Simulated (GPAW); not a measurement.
Consider CuAgO2 (Pmmm).

```
Ag Cu O
1.0
     2.81644    3.35389    0.00000
     0.00000    3.35389    5.40418
     2.81644    0.00000    5.40418
Ag Cu O
2 2 4
Direct
  0.00000 0.00000 0.00000
  0.50000 0.50000 0.50000
  0.25000 0.25000 0.25000
  0.75000 0.75000 0.75000
  0.88542 0.61458 0.11458
  0.38542 0.11458 0.61458
  0.11458 0.38542 0.88542
  0.61458 0.88542 0.38542
```

Absorber: atom 3, with 4 O at 1.88 Å (square planar, site symmetry mmm). Method: GPAW, LDA, excited-electron core hole (neutral cell), 16-atom cell with 5.6 Å between holes, 3×3×3 k points, dipole transitions, Gaussian full width 1.55 eV up to 4 eV, rising linearly to 3.5 eV at 25 eV.

Question: What does the Cu K edge look like?

Main maxima up to 30 eV above the zero (height): 4.6 eV (0.79), 11.2 eV (1.54), 16.8 eV (2.11), 23.6 eV (1.41) and 29.6 eV (1.16). A K edge sees empty p states on the absorber. The total-energy difference is 8960.85 eV. The tabulated edge of the element is 8979 eV. The functional leaves an error in such absolute values: in the free atom LDA prices this hole 18.3 eV below PBE (computed apart), and PBE is itself good to a few eV.

The Cu K spectrum (energy from the lowest empty level; intensity scaled to a mean of 1 over the first 20 eV; polarised curves are means over the symmetry-equivalent atoms):

| E (eV) | isotropic | ε ∥ x | ε ∥ y | ε ∥ z |
| --- | --- | --- | --- | --- |
| -2.0 | 0.00 | 0.00 | 0.00 | 0.00 |
| -1.5 | 0.00 | 0.00 | 0.00 | 0.00 |
| -1.0 | 0.00 | 0.00 | 0.00 | 0.01 |
| -0.5 | 0.01 | 0.02 | 0.01 | 0.02 |
| 0.0 | 0.02 | 0.03 | 0.01 | 0.03 |
| 0.5 | 0.03 | 0.03 | 0.01 | 0.03 |
| 1.0 | 0.02 | 0.03 | 0.01 | 0.02 |
| 1.5 | 0.02 | 0.02 | 0.03 | 0.02 |
| 2.0 | 0.05 | 0.03 | 0.10 | 0.02 |
| 2.5 | 0.12 | 0.05 | 0.28 | 0.03 |
| 3.0 | 0.26 | 0.08 | 0.66 | 0.05 |
| 3.5 | 0.48 | 0.08 | 1.30 | 0.07 |
| 4.0 | 0.70 | 0.06 | 1.97 | 0.08 |
| 4.5 | 0.79 | 0.03 | 2.26 | 0.07 |
| 5.0 | 0.71 | 0.02 | 2.06 | 0.06 |
| 5.5 | 0.54 | 0.02 | 1.55 | 0.06 |
| 6.0 | 0.37 | 0.04 | 1.00 | 0.07 |
| 6.5 | 0.25 | 0.06 | 0.59 | 0.10 |
| 7.0 | 0.21 | 0.08 | 0.40 | 0.16 |
| 7.5 | 0.24 | 0.10 | 0.40 | 0.23 |
| 8.0 | 0.32 | 0.14 | 0.55 | 0.28 |
| 8.5 | 0.45 | 0.20 | 0.83 | 0.31 |
| 9.0 | 0.62 | 0.26 | 1.27 | 0.32 |
| 9.5 | 0.86 | 0.30 | 1.94 | 0.34 |
| 10.0 | 1.13 | 0.30 | 2.72 | 0.38 |
| 10.5 | 1.38 | 0.29 | 3.35 | 0.51 |
| 11.0 | 1.53 | 0.30 | 3.51 | 0.78 |
| 11.5 | 1.52 | 0.33 | 3.04 | 1.18 |
| 12.0 | 1.42 | 0.39 | 2.23 | 1.65 |
| 12.5 | 1.34 | 0.48 | 1.44 | 2.11 |
| 13.0 | 1.34 | 0.62 | 0.91 | 2.49 |
| 13.5 | 1.40 | 0.86 | 0.67 | 2.68 |
| 14.0 | 1.48 | 1.23 | 0.56 | 2.65 |
| 14.5 | 1.56 | 1.75 | 0.51 | 2.43 |
| 15.0 | 1.67 | 2.43 | 0.46 | 2.13 |
| 15.5 | 1.82 | 3.18 | 0.43 | 1.85 |
| 16.0 | 1.98 | 3.86 | 0.41 | 1.66 |
| 16.5 | 2.08 | 4.29 | 0.40 | 1.56 |
| 17.0 | 2.10 | 4.36 | 0.42 | 1.53 |
| 17.5 | 2.01 | 4.06 | 0.44 | 1.54 |
| 18.0 | 1.86 | 3.50 | 0.48 | 1.59 |
| 18.5 | 1.67 | 2.83 | 0.53 | 1.66 |
| 19.0 | 1.50 | 2.19 | 0.58 | 1.72 |
| 19.5 | 1.35 | 1.67 | 0.63 | 1.76 |
| 20.0 | 1.24 | 1.29 | 0.68 | 1.76 |
| 20.5 | 1.17 | 1.07 | 0.74 | 1.70 |
| 21.0 | 1.15 | 0.98 | 0.81 | 1.65 |
| 21.5 | 1.17 | 0.97 | 0.90 | 1.65 |
| 22.0 | 1.24 | 1.02 | 0.99 | 1.70 |
| 22.5 | 1.31 | 1.07 | 1.09 | 1.79 |
| 23.0 | 1.38 | 1.11 | 1.17 | 1.84 |
| 23.5 | 1.40 | 1.15 | 1.24 | 1.83 |
| 24.0 | 1.39 | 1.17 | 1.29 | 1.72 |
| 24.5 | 1.35 | 1.19 | 1.32 | 1.55 |
| 25.0 | 1.29 | 1.21 | 1.32 | 1.35 |
| 25.5 | 1.22 | 1.22 | 1.30 | 1.15 |
| 26.0 | 1.17 | 1.23 | 1.28 | 1.00 |
| 26.5 | 1.12 | 1.22 | 1.26 | 0.89 |
| 27.0 | 1.10 | 1.22 | 1.26 | 0.83 |
| 27.5 | 1.10 | 1.21 | 1.29 | 0.80 |
| 28.0 | 1.11 | 1.21 | 1.34 | 0.79 |
| 28.5 | 1.13 | 1.21 | 1.39 | 0.80 |
| 29.0 | 1.15 | 1.20 | 1.43 | 0.82 |
| 29.5 | 1.16 | 1.19 | 1.44 | 0.84 |
| 30.0 | 1.16 | 1.16 | 1.44 | 0.87 |
| 30.5 | 1.15 | 1.15 | 1.41 | 0.90 |
| 31.0 | 1.15 | 1.15 | 1.37 | 0.93 |
| 31.5 | 1.15 | 1.17 | 1.32 | 0.96 |
| 32.0 | 1.15 | 1.21 | 1.26 | 0.98 |

The hole lies in one spin channel, while the script sums the empty states of both and takes the lower zero; where the two channels are split, this blurs and shifts the curve. The script folds with a Gaussian, whereas the core hole's own line is a Lorentzian, so the onset is too steep and the first peak too high. The unit cell's mesh shows no gap over 0.35 eV. That is right for a metallic compound; for a small-gap or correlated insulator it would be the fault of the functional or of the assumed magnetic order, and the hole would be screened too well. The starting moments shrank to 0.00 μB or less, so this is hardly a magnetic state. The holes are only 5.6 Å apart, so the shape is probably not converged with cell size; no larger cell was run here. The mesh is coarse (0.37 Å⁻¹ between points), so small maxima may be mesh ripples. Lifetime broadening is put in by hand, and intensities beyond about 20 eV depend on it and on the partial waves. The structure is a computed Materials Project entry and may be a hypothetical form.

[Banner, clock and machine lines of the logs are left out without a mark of their own.]

[Logs are printed without paths, hosts, clocks, repeated set-up lines and the standing remarks that a program may print on its own settings, such as how far it seeks lower states.]

[Hosts, paths, dates, database ids (printed as entryN), source tags and the programs' standing remarks are cut or masked in the printed files.]

[Lists of maxima count a maximum above −3 eV only where it reaches 4 % of the highest in the window and stands out from its surroundings by 2 % of it (1.5 % where it reaches 55 %); shoulders and weaker maxima are passed over, and of the rest the first, up to two pre-edge ones and the few strongest are named.]
